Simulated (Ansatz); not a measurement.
## ZrOs (Pm-3m): phonons and vibrational spectra

Task: relax ZrOs (Pm-3m), then find its harmonic phonons.

Method: DFT PBEsol, scalar-relativistic, plane waves, PAW; PAW set soft_1, in Ansatz 0.2.0.

## 1. The structure

It takes space group Pm-3m (No. 221, cubic). The conventional cell has a = 3.263 Å, b = 3.263 Å, c = 3.263 Å, α = 90.00°, β = 90.00°, γ = 90.00°. Nearest to Zr lie 8 Os at 2.83 Å. Os has 8 Zr at 2.83 Å nearest. Farther neighbours are not listed.

## 2. Bringing the structure to rest

Harmonic phonons are second derivatives at a point where the forces vanish, and they are wanted at zero stress, so atoms and cell are relaxed first.

File input.yaml:

```yaml
crystal:
  lattice:
    - [3.263, 0.0, 0.0]
    - [0.0, 3.263, 0.0]
    - [0.0, 0.0, 3.263]
  atoms:
    - { symbol: Zr, position: [0.5, 0.5, 0.5] }
    - { symbol: Os, position: [0.0, 0.0, 0.0] }
kpoints:
  mp_grid: { grid: [14, 14, 14] }
hamiltonian:
  xc: pbesol
  pseudopotentials: { kind: paw, azcp: { folder: soft_1 }, xc_functional: pbe }
scf:
  occupations: { method: gaussian, width: 0.1 }
output:
  forces: true
  stress: true
  eigenvalues: true
  write_density: true
  write_potential: true
  elf: true
  volumetric_format: npy
relax:
  adjacent_minimum: "off"
  f_tol: 0.005
  max_steps: 80
  cell: { stress_tol: 0.05 }
```

The run is started by

```sh
$ ansatz run input.yaml --threads 4 --pin off --max-ram 10240MiB --backend cpu --events-out ev --progress --plain --runs-dir out
```

Numbers of over 12 decimals in the logs are rounded to 6 here.

What it wrote:

```text
Engine: ansatz 0.2.0, aarch64-unknown-linux-gnu
Pseudopotentials: kind: paw
Pseudopotential: Zr, paw, valence charge 12, recommended cutoff 420 eV (normal), soft_1/Zr.paw.azcp
Pseudopotential: Os, paw, valence charge 16, recommended cutoff 420 eV (normal), soft_1/Os.paw.azcp
Functional definition: PBEsol
  exchange = pbesol_x
  correlation = pbesol_c
Crystal: 2 atoms, lattice volume = 34.742 Å³
Basis set: ecut = 420 eV, 691 PW (Γ), exchange–correlation on 48×48×48 points (8 copies of the dense FFT grid, shifted against one another)
Bands: 18, of which v1, the nominal top of the filled ones, is band 14 counted from 1 (13 counted from 0)
Symmetry: 48 space group operations
Space group: Pm-3m (ITA 221), of the structure as read, at distance tolerance 3.3e-5 Å
k-points: 120 of 2744
Non-local potential: Zr, projectors of the file, l = 0: 3, l = 1: 2, l = 2: 2, l = 3: 1
Non-local potential: Os, projectors of the file, l = 0: 3, l = 1: 2, l = 2: 2, l = 3: 1
PAW form: soft (Blöchl's): semilocal exchange-correlation on the pseudo side does not see the compensation charge
PAW frozen core: Zr, regenerated for the run's functional, and the local potential with it (the file was generated under x = pbe(κ = 0.804, μ = 0.219515), c = pbe(β = 0.066725))
PAW frozen core: Os, regenerated for the run's functional, and the local potential with it (the file was generated under x = pbe(κ = 0.804, μ = 0.219515), c = pbe(β = 0.066725))
PAW one-centre angular grid: Zr, 590 points (default); XC on 64 Gauss nodes
PAW one-centre angular grid: Os, 590 points (default); XC on 64 Gauss nodes
Initial density: superposition of atomic densities (chi_scale 0.1, normalization cell, long waves kept (reshape's long-wave potential 0.00 eV rms))
Initial wavefunctions: pseudopotential atomic-orbital guess
Functional: x = pbesol(κ = 0.804, μ = 0.123457), c = pbesol(β = 0.046)
SCF iter   1: F=—  HF=-15383.456464 eV  |F-HF|=—  |Δ(HF+E_count)|=         —  Δρ=1.26e-1  dr2=9.20e0  ethr=3.10e-3  ⟨swp⟩=4.2  Hψ=8750  notcnv=0
preconditioner: auto → none  [metal: Δε(μ)=0.016 eV  Ē_g=5.099 eV  σ=0.100 eV  W_gap=0.09  n_scr=6 (ndim 8)  ℏωp=21.8 eV  f_vac=0.000  D(μ)=0.63/eV (n_scr^D=0)  sad-step TF]
SCF iter   2: F=—  HF=-15382.688194 eV  |F-HF|=—  |Δ(HF+E_count)|=   7.68e-1  Δρ=8.52e-2  dr2=4.56e0  ethr=3.10e-3  ⟨swp⟩=2.2  Hψ=3763  notcnv=0
SCF iter   3: F=—  HF=-15382.040304 eV  |F-HF|=—  |Δ(HF+E_count)|=   6.48e-1  Δρ=9.76e-3  dr2=3.03e-2  ethr=3.10e-3  ⟨swp⟩=2.1  Hψ=3386  notcnv=0  defer=1
SCF iter   4: F=—  HF=-15382.035561 eV  |F-HF|=—  |Δ(HF+E_count)|=   4.74e-3  Δρ=1.59e-3  dr2=8.03e-4  ethr=1.08e-4  ⟨swp⟩=1.4  Hψ=3134  notcnv=0  defer=3
SCF iter   5: F=—  HF=-15382.035310 eV  |F-HF|=—  |Δ(HF+E_count)|=   2.51e-4  Δρ=2.76e-4  dr2=1.21e-5  ethr=2.87e-6  ⟨swp⟩=2.0  Hψ=3711  notcnv=0  defer=3
SCF iter   6: F=—  HF=-15382.035312 eV  |F-HF|=—  |Δ(HF+E_count)|=   2.00e-6  Δρ=3.79e-5  dr2=1.57e-7  ethr=4.32e-8  ⟨swp⟩=2.0  Hψ=3719  notcnv=0  defer=3
SCF iter   7: F=-15382.035312 eV  HF=-15382.035312 eV  |F-HF|=1.18e-8  |Δ(HF+E_count)|=   6.41e-8  Δρ=7.52e-6  dr2=1.51e-8  ethr=3.57e-10  ⟨swp⟩=8.1  Hψ=13299  notcnv=0
SCF 1 converged in 7 iterations: F = -15382.035312 eV  dr2 = 1.51e-8
  greatest PAW one-centre occupation: 1.000 electrons in one spin orbital (limit 2), on the Os atom at site 1 (counted from 0), in its partial waves of l = 0
relax step   1: F+E_penalty+E_count = -15382.03531212 eV  Δ(F+E_penalty+E_count) = +0.000e0 eV  max|allowed force component| = 7.757e-30 eV/Å  Δτ_max = 0.0000 Å  P = -3.171 GPa  Ω = 34.742 Å³  (7 SCF iters, dr2 threshold 1.00e-7 eV, accepted)
Crystal: 2 atoms, lattice volume = 32.740 Å³
Basis set: ecut = 420 eV, 619 PW (Γ), exchange–correlation on 48×48×48 points (8 copies of the dense FFT grid, shifted against one another)
Initial density: handed on by an earlier stage of this run
Initial wavefunctions: those handed on with the density
iter 1 solved again at ethr=1.33e-4 eV; its pass at ethr=3.10e-3 eV (dr2=3.73e-2 eV) is discarded
SCF iter   1: F=—  HF=-15381.994842 eV  |F-HF|=—  |Δ(HF+E_count)|=         —  Δρ=7.24e-3  dr2=3.23e-2  ethr=1.33e-4  ⟨swp⟩=1.0  Hψ=12294  notcnv=0
preconditioner: auto → none  [metal: Δε(μ)=0.021 eV  Ē_g=13.337 eV  σ=0.100 eV  W_gap=0.12  n_scr=6 (ndim 8)  ℏωp=27.5 eV  f_vac=0.000  D(μ)=0.55/eV (n_scr^D=0)]
SCF iter   2: F=—  HF=-15381.990676 eV  |F-HF|=—  |Δ(HF+E_count)|=   4.17e-3  Δρ=2.61e-3  dr2=3.98e-3  ethr=1.15e-4  ⟨swp⟩=1.5  Hψ=2227  notcnv=0
SCF iter   3: F=—  HF=-15381.990104 eV  |F-HF|=—  |Δ(HF+E_count)|=   5.73e-4  Δρ=3.54e-4  dr2=3.35e-5  ethr=1.42e-5  ⟨swp⟩=2.0  Hψ=2418  notcnv=0
SCF iter   4: F=—  HF=-15381.990114 eV  |F-HF|=—  |Δ(HF+E_count)|=   1.00e-5  Δρ=5.42e-5  dr2=4.53e-7  ethr=1.20e-7  ⟨swp⟩=2.0  Hψ=2711  notcnv=0
iter 5 did not close the SCF: its close was put off for the readings that it lacked (scf_convergence_deferred on its scf_iter line)
SCF iter   5: F=-15381.990114 eV  HF=-15381.990114 eV  |F-HF|=1.16e-9  |Δ(HF+E_count)|=   8.38e-8  Δρ=6.16e-6  dr2=4.56e-9  ethr=1.62e-9  ⟨swp⟩=2.4  Hψ=3651  notcnv=0
SCF iter   6: F=-15381.990114 eV  HF=-15381.990114 eV  |F-HF|=3.82e-11  |Δ(HF+E_count)|=  1.04e-10  Δρ=7.45e-7  dr2=8.42e-11  ethr=1.63e-11  ⟨swp⟩=4.3  Hψ=11422  notcnv=0
the search or the solves at the SCF's close seem to have found levels that the self-consistency loop had missed (the run counts 1). By its estimate they hold under 1e-12 electrons; where the run keeps them, the occupations were computed again with them
SCF 2 converged in 6 iterations: F = -15381.990114 eV  dr2 = 8.42e-11
relax step   2: F+E_penalty+E_count = -15381.99011368 eV  Δ(F+E_penalty+E_count) = +4.520e-2 eV  max|allowed force component| = 8.152e-30 eV/Å  Δτ_max = 0.0000 Å  P = +11.174 GPa  Ω = 32.740 Å³  energy of the carried Pulay correction = +4.741e-4 eV  (6 SCF iters, dr2 threshold 2.00e-7 eV, rejected (line search))
Crystal: 2 atoms, lattice volume = 34.279 Å³
iter 1 solved again at ethr=6.84e-5 eV; its pass at ethr=3.10e-3 eV (dr2=1.92e-2 eV) is discarded
SCF iter   1: F=—  HF=-15382.043503 eV  |F-HF|=—  |Δ(HF+E_count)|=         —  Δρ=5.72e-3  dr2=2.17e-2  ethr=6.84e-5  ⟨swp⟩=1.0  Hψ=12122  notcnv=0
preconditioner: auto → none  [metal: Δε(μ)=0.067 eV  Ē_g=13.129 eV  σ=0.100 eV  W_gap=0.36  n_scr=6 (ndim 8)  ℏωp=26.9 eV  f_vac=0.000  D(μ)=0.25/eV (n_scr^D=0)]
SCF iter   2: F=—  HF=-15382.040709 eV  |F-HF|=—  |Δ(HF+E_count)|=   2.79e-3  Δρ=2.01e-3  dr2=2.55e-3  ethr=6.84e-5  ⟨swp⟩=1.6  Hψ=2244  notcnv=0
SCF iter   3: F=—  HF=-15382.040350 eV  |F-HF|=—  |Δ(HF+E_count)|=   3.59e-4  Δρ=2.68e-4  dr2=1.74e-5  ethr=9.10e-6  ⟨swp⟩=2.0  Hψ=2434  notcnv=0
SCF iter   4: F=—  HF=-15382.040356 eV  |F-HF|=—  |Δ(HF+E_count)|=   5.97e-6  Δρ=4.86e-5  dr2=4.00e-7  ethr=6.23e-8  ⟨swp⟩=2.1  Hψ=2716  notcnv=0
SCF iter   5: F=—  HF=-15382.040359 eV  |F-HF|=—  |Δ(HF+E_count)|=   3.42e-6  Δρ=5.98e-6  dr2=5.51e-9  ethr=1.43e-9  ⟨swp⟩=2.3  Hψ=3453  notcnv=0
SCF iter   6: F=—  HF=-15382.040359 eV  |F-HF|=—  |Δ(HF+E_count)|=  8.37e-11  Δρ=8.04e-7  dr2=6.08e-11  ethr=1.97e-11  ⟨swp⟩=2.0  Hψ=3693  notcnv=0
SCF iter   7: F=-15382.040359 eV  HF=-15382.040359 eV  |F-HF|=9.09e-12  |Δ(HF+E_count)|=  9.09e-12  Δρ=1.03e-7  dr2=4.07e-12  ethr=1.00e-12  ⟨swp⟩=5.0  Hψ=9228  notcnv=0
SCF 3 converged in 7 iterations: F = -15382.040359 eV  dr2 = 4.07e-12
relax step   3: F+E_penalty+E_count = -15382.04035946 eV  Δ(F+E_penalty+E_count) = -5.047e-3 eV  max|allowed force component| = 1.052e-29 eV/Å  Δτ_max = 0.0000 Å  P = -0.213 GPa  Ω = 34.279 Å³  energy of the carried Pulay correction = +1.073e-4 eV  (7 SCF iters, accepted)
[...]
relax step   4: F+E_penalty+E_count = -15382.04038831 eV  Δ(F+E_penalty+E_count) = -2.885e-5 eV  max|allowed force component| = 2.104e-30 eV/Å  Δτ_max = 0.0000 Å  P = -0.001 GPa  Ω = 34.247 Å³  energy of the carried Pulay correction = +1.147e-4 eV  (6 SCF iters, dr2 threshold 1.13e-7 eV, accepted)
Initial wavefunctions: pseudopotential atomic-orbital guess (no wavefunctions were taken with the density)
iter 1 solved again at ethr=2.01e-8 eV; its pass at ethr=3.10e-3 eV (dr2=5.64e-6 eV) is discarded
SCF iter   1: F=—  HF=-15382.040263 eV  |F-HF|=—  |Δ(HF+E_count)|=         —  Δρ=2.30e-5  dr2=3.25e-8  ethr=2.01e-8  ⟨swp⟩=3.0  Hψ=15570  notcnv=0
SCF iter   2: F=—  HF=-15382.040270 eV  |F-HF|=—  |Δ(HF+E_count)|=   7.17e-6  Δρ=1.08e-5  dr2=5.63e-9  ethr=1.16e-10  ⟨swp⟩=2.1  Hψ=3773  notcnv=0
SCF iter   3: F=—  HF=-15382.040270 eV  |F-HF|=—  |Δ(HF+E_count)|=   3.97e-9  Δρ=1.46e-6  dr2=1.51e-10  ethr=2.01e-11  ⟨swp⟩=3.0  Hψ=3713  notcnv=0
iter 4 did not close the SCF: its close was put off for the readings that it lacked (scf_convergence_deferred on its scf_iter line)
SCF iter   4: F=-15382.040270 eV  HF=-15382.040270 eV  |F-HF|=0.00e0  |Δ(HF+E_count)|=  1.42e-10  Δρ=2.64e-7  dr2=1.09e-11  ethr=1.00e-12  ⟨swp⟩=2.0  Hψ=3807  notcnv=0
iter 5 did not close the SCF: its close was put off for the readings that it lacked (scf_convergence_deferred on its scf_iter line)
SCF iter   5: F=-15382.040270 eV  HF=-15382.040270 eV  |F-HF|=1.82e-12  |Δ(HF+E_count)|=  1.82e-12  Δρ=3.22e-8  dr2=2.92e-13  ethr=1.00e-12  ⟨swp⟩=1.0  Hψ=2160  notcnv=0
iter 6 did not close the SCF: its close was put off for the readings that it lacked (scf_convergence_deferred on its scf_iter line)
SCF iter   6: F=-15382.040270 eV  HF=-15382.040270 eV  |F-HF|=9.09e-12  |Δ(HF+E_count)|=  3.64e-12  Δρ=3.23e-9  dr2=2.30e-15  ethr=1.00e-12  ⟨swp⟩=1.0  Hψ=2160  notcnv=0
iter 7 did not close the SCF: its close was put off for the readings that it lacked (scf_convergence_deferred on its scf_iter line)
SCF iter   7: F=-15382.040270 eV  HF=-15382.040270 eV  |F-HF|=3.64e-12  |Δ(HF+E_count)|=  3.64e-12  Δρ=7.99e-10  dr2=3.09e-16  ethr=1.00e-12  ⟨swp⟩=1.0  Hψ=2160  notcnv=0
SCF iter   8: F=-15382.040270 eV  HF=-15382.040270 eV  |F-HF|=0.00e0  |Δ(HF+E_count)|=  1.82e-12  Δρ=2.06e-10  dr2=1.79e-17  ethr=1.00e-12  ⟨swp⟩=2.0  Hψ=5656  notcnv=0
SCF 5 converged in 8 iterations: F = -15382.040270 eV  dr2 = 1.79e-17
relax step   5: F+E_penalty+E_count = -15382.04027023 eV  Δ(F+E_penalty+E_count) = +1.181e-4 eV  max|allowed force component| = 9.861e-31 eV/Å  Δτ_max = 0.0000 Å  P = +0.001 GPa  Ω = 34.247 Å³  stress off target by 1.47e-3 GPa  SCF on the basis re-selected at this cell (its energy is not comparable with the rows above)  (8 SCF iters)
basis re-selected at this cell: Δ(F+E_penalty+E_count) = +1.181e-4 eV, ΔP = +0.002 GPa vs the last step (what re-selecting the basis moved, of the pressure what is left beyond the Pulay correction that the steps carried, after the strain that the cell walked since its last selection, with what the two solves' SCF thresholds leave and, on support functions, any second-order correction that the steps lacked; it is no m [...]
SCF converged after 8 iterations
Free energy (F): -15382.040270 eV
Harris-Foulkes:  -15382.040270 eV  (|F-HF|=0.00e0)
Internal energy: -15382.038870 eV  (E = F + TS)
E sigma→0 (E₀):  -15382.039570 eV
Entropy (-TS):   -0.001400 eV (-0.700 meV/atom)
Fermi energy:    19.976246 eV
--- Per-component energies (eV) ---
  E_band       = -178.074186
  E_kinetic    = 810.196295
  E_local      = -1629.034440  (includes V_loc(G=0)·N_el)
  E_nonlocal   = 276.784253
  E_hartree    = 570.773515
  E_xc         = -387.084350
  E_vxc        = -429.484283  (∫ρ·V_xc dr)
  E_paw        = -11825.136592  (= ΣΔE_a)
  E_vpaw       = -348.083474  (= ΣTr[D̂ρ^β])
  E_aug_tail   = 0.000433  (compensation charges beyond the density's cutoff)
  E_ewald      = -3198.951704
  E_core_change = 0.413719  (= ΣΔE_core)
  E_smearing   = -0.001400  (= −TS)
  E_closure    = -0.000000  (closes the sum)
  Σ components = -15382.040270   (vs F -15382.040270, Δ=0.00e0)
--- Forces (eV/Å), atoms counted from 1 ---
  atom   1  Zr    -0.00000000     0.00000000     0.00000000
  atom   2  Os     0.00000000     0.00000000    -0.00000000
  max |Σ_I F_I| component: 2.24e-30 eV/Å
--- Stress (GPa, compression-positive) ---
        0.001469      -0.000000      -0.000000
       -0.000000       0.001469      -0.000000
       -0.000000      -0.000000       0.001469
  P = ⅓ Tr σ = 0.0015 GPa (0.015 kbar)
--- Band table (eV; the first three rows and the last of 120) ---
  k-point 0: bands = [... 10 lower, 14.7203, 18.4160, 18.4160, 18.4160, 22.1926, 22.1926, 25.3334, 25.3334]
  k-point 1: bands = [... 10 lower, 14.8131, 18.4022, 18.4022, 18.4517, 22.0402, 22.2445, 24.8322, 24.8322]
  k-point 2: bands = [... 10 lower, 15.0762, 18.3680, 18.3680, 18.5554, 21.6180, 22.3780, 23.9015, 23.9015]
  k-point 119: bands = [... 10 lower, 17.1222, 17.8407, 17.8407, 17.8407, 20.6516, 20.6516, 23.9896, 25.3850]
--- Relaxed structure (4 steps of the walk, 3 accepted, 1 SCFs on fresh bases) ---
  F+E_penalty+E_count = -15382.04027023 eV   max|allowed force component| = 9.861e-31 eV/Å   (the final SCF, on the basis selected at the relaxed cell)
  cell:  # Å, volume = 34.2466 Å³
    - [3.247424, 0, 0]
    - [0, 3.247424, 0.0]
    - [0, 0.0, 3.247424]
  atoms:
    - { symbol: Zr, position: [0.5, 0.5, 0.5] }
    - { symbol: Os, position: [0, 0, 0] }
```

Wall time 10 s (4 threads of Arm Neoverse N1, shared host); peak memory 0.39 GiB; 37 s of CPU time.

The steps of the relaxation:

| step | energy less that of the first step (eV) | largest force component (eV/Å) | pressure (GPa) | volume (Å³) |
| --- | --- | --- | --- | --- |
| 1 | 0.0000 | 0.0000 | -3.17 | 34.74 |
| 2 | 0.0452 | 0.0000 | 11.17 | 32.74 |
| 3 | -0.0050 | 0.0000 | -0.21 | 34.28 |
| 4 | -0.0051 | 0.0000 | 0.00 | 34.25 |
| 5* | -0.0050 | 0.0000 | 0.00 | 34.25 |

Relaxation steps marked * repeat the geometry before them on a plane-wave basis chosen anew for their cell, so energy and pressure can jump there. Relaxation step 2 was tried and not accepted.

Forces are held to the 48 operations that the run works with; a distortion that breaks them can't arise in this run.

| conventional cell, symmetrised | before | after | change |
| --- | --- | --- | --- |
| a (Å) | 3.263 | 3.247 | -0.5 % |
| b (Å) | 3.263 | 3.247 | -0.5 % |
| c (Å) | 3.263 | 3.247 | -0.5 % |
| volume (Å³/atom) | 17.37 | 17.12 | -1.4 % |

Final coordinates:

```xyz
2
Lattice="3.2474 0.0000 0.0000 0.0000 3.2474 0.0000 0.0000 0.0000 3.2474" Properties=species:S:1:pos:R:3 pbc="T T T"
Zr    1.6237    1.6237    1.6237
Os    0.0000    0.0000    0.0000
```

This step gave:

```
pressure          : 0.001469 GPa
volume per atom   : 17.12 Å³
gap on the k-mesh : 0 eV
```

Valence density in the ac plane at fractional y = 0.500, with atoms of Zr within 0.2 Å of it. It is the smooth field of the valence electrons, not physical close to the nuclei.

Values in e/Å³, 14 rows by 14 columns, each cell a mean:
```
0.3 0.3 0.2 0.2 0.2 0.2 0.2 0.2 0.2 0.2 0.2 0.2 0.3 0.3
0.3 0.2 0.2 0.2 0.2 0.3 0.3 0.3 0.3 0.3 0.2 0.2 0.2 0.3
0.2 0.2 0.2 0.3 0.3 0.5 0.7 0.7 0.7 0.5 0.3 0.3 0.2 0.2
0.2 0.2 0.2 0.3 0.6 1.2 1.7 1.9 1.7 1.1 0.6 0.3 0.2 0.2
0.2 0.2 0.3 0.5 1.3 2.5 3.4 3.6 3.3 2.2 1.1 0.5 0.3 0.2
0.2 0.2 0.3 0.7 2.0 3.6 4.2 4.2 4.2 3.3 1.7 0.7 0.3 0.2
0.2 0.2 0.3 0.8 2.2 3.9 4.1 3.9 4.2 3.6 1.9 0.7 0.3 0.2
0.2 0.2 0.3 0.8 2.0 3.7 4.2 4.1 4.2 3.4 1.7 0.7 0.3 0.2
0.2 0.2 0.3 0.6 1.4 2.8 3.7 3.9 3.6 2.5 1.2 0.5 0.3 0.2
0.2 0.2 0.2 0.4 0.7 1.4 2.0 2.2 2.0 1.3 0.6 0.3 0.2 0.2
0.2 0.2 0.2 0.3 0.4 0.6 0.8 0.8 0.7 0.5 0.3 0.3 0.2 0.2
0.2 0.2 0.2 0.2 0.2 0.3 0.3 0.3 0.3 0.3 0.2 0.2 0.2 0.2
0.3 0.3 0.2 0.2 0.2 0.2 0.2 0.2 0.2 0.2 0.2 0.2 0.2 0.3
0.3 0.3 0.2 0.2 0.2 0.2 0.2 0.2 0.2 0.2 0.2 0.2 0.3 0.3
```
Columns run along a (3.2 Å), rows up along c (3.2 Å). Atoms in or near the plane, at fractional coordinates: Zr at (0.50, 0.50).

Electrostatic potential energy in the ac plane at fractional y = 0.500, with atoms of Zr within 0.2 Å of it. With pseudopotentials it is smooth inside the atoms' cores, unlike the true potential.

Ten even steps from '_' (-42 eV) to '@' (22 eV):
```
@@@@@@@@@@@@@@@@@@@@@@@@@@@@@@@@@@
@@@@@@@@@@@@@@@@%%%%@@@@@@@@@@@@@@
@@@@@@@@@@@@%%%%####%%%%@@@@@@@@@@
@@@@@@@@%%%%##++++++++##%%%%@@@@@@
@@@@@@@@%%**==--::::--==**%%@@@@@@
@@@@@@%%##==::..____..::==##%%@@@@
@@@@@@%%++--..________..--++%%@@@@
@@@@%%##++::____________::++##%%@@
@@@@%%##++::____________::++##%%@@
@@@@@@%%++--..________..--++%%@@@@
@@@@@@%%##==::..____..::==##%%@@@@
@@@@@@@@%%**==--::::--==**%%@@@@@@
@@@@@@@@%%%%##++++++++##%%%%@@@@@@
@@@@@@@@@@@@%%%%####%%%%@@@@@@@@@@
@@@@@@@@@@@@@@@@%%%%@@@@@@@@@@@@@@
@@@@@@@@@@@@@@@@@@@@@@@@@@@@@@@@@@
@@@@@@@@@@@@@@@@@@@@@@@@@@@@@@@@@@
```
Columns run along a (3.2 Å; values clipped at the 3rd and 97th percentile), rows up along c (3.2 Å). Atoms in or near the plane, at fractional coordinates: Zr at (0.50, 0.50).

ELF in the ac plane at fractional y = 0.500, with atoms of Zr within 0.2 Å of it. It is the smooth field of the valence electrons, not physical close to the nuclei.

Ten even steps from '_' (0.10) to '@' (0.78):
```
++++++++==--::..____..::--==++++++
++++++==--..____________..--==++++
++++==--..______....______..--==++
++==--..__..--++****++--..__..--==
==--..__..==##@@@@@@@@##==..__..--
--::____--##@@@@@@@@@@@@##--____::
....____++@@@@%%++++%%@@@@++____..
..____..**@@@@++....++@@@@**..____
..____..**@@@@++....++@@@@**..____
....____++@@@@%%++++%%@@@@++____..
--::____--##@@@@@@@@@@@@##--____::
==--..__..==##@@@@@@@@##==..__..--
++==--..__..--++****++--..__..--==
++++==--..______....______..--==++
++++++==--..____________..--==++++
++++++++==--::..____..::--==++++++
++++++++++==--........--==++++++++
```
Columns run along a (3.2 Å), rows up along c (3.2 Å). Atoms in or near the plane, at fractional coordinates: Zr at (0.50, 0.50).

In this step the volume went from 17.37 to 17.12 Å³/atom.

## 3. Relaxing to small forces for the phonons

Phonons need a cell at rest on their own settings, so the relaxation is repeated with tight tolerances on forces and stress, using the mesh and the filling of the phonon run that follows.

File input.yaml:

```yaml
crystal:
  lattice:
    - [3.247424316, 0.0, 0.0]
    - [0.0, 3.247424316, 0.0]
    - [0.0, 0.0, 3.247424316]
  atoms:
    - { symbol: Zr, position: [0.5, 0.5, 0.5] }
    - { symbol: Os, position: [0.0, 0.0, 0.0] }
kpoints:
  mp_grid: { grid: [16, 16, 16] }
hamiltonian:
  xc: pbesol
  pseudopotentials: { kind: paw, azcp: { folder: soft_1 }, xc_functional: pbe }
scf:
  occupations: { method: methfessel_paxton, width: 0.2 }
output:
  forces: true
  stress: true
  eigenvalues: true
relax:
  adjacent_minimum: "off"
  f_tol: 0.001
  max_steps: 60
  cell: { stress_tol: 0.01 }
```

What it wrote:

```text
[...]
Crystal: 2 atoms, lattice volume = 34.247 Å³
Basis set: ecut = 420 eV, 691 PW (Γ), exchange–correlation on 48×48×48 points (8 copies of the dense FFT grid, shifted against one another)
Bands: 18, of which v1, the nominal top of the filled ones, is band 14 counted from 1 (13 counted from 0)
Symmetry: 48 space group operations
[...]
k-points: 165 of 4096
[...]
k-point 164: bands = [... 10 lower, 17.1259, 17.8452, 17.8452, 17.8452, 20.6548, 20.6548, 23.9945, 25.3932]
--- Relaxed structure (3 steps of the walk, 2 accepted, 1 SCFs on fresh bases) ---
[...]
cell:  # Å, volume = 34.2400 Å³
    - [3.247216, 0.0, 0.0]
    - [0.0, 3.247216, 0.0]
    - [0.0, 0.0, 3.247216]
  atoms:
    - { symbol: Zr, position: [0.500000, 0.500000, 0.500000] }
    - { symbol: Os, position: [0, 0.0, 0.0] }
[key lines of the parts left out:]
SCF converged after 4 iterations
Free energy (F): -15382.036532 eV
Fermi energy:    19.954505 eV
P = ⅓ Tr σ = -0.0001 GPa (-0.001 kbar)
```

Wall time 9.4 s (4 threads); peak memory 0.41 GiB; 35 s of CPU time.

Little changed from the start: no atom moved by 0.005 Å and no cell edge by 0.1 %.

This step gave:

```yaml
pressure: -6.77e-5 GPa
```

The forces vanish by symmetry and the pressure is 0.000 GPa, within the tolerances set. The cell now holds 17.12 Å³/atom.

[end of part 1 of 2]

[Logs are printed without paths, hosts, clocks, repeated set-up lines and the standing remarks that a program may print on its own settings, such as how far it seeks lower states.]

[Hosts, paths, dates, database ids (printed as entryN), source tags and the programs' standing remarks are cut or masked in the printed files.]
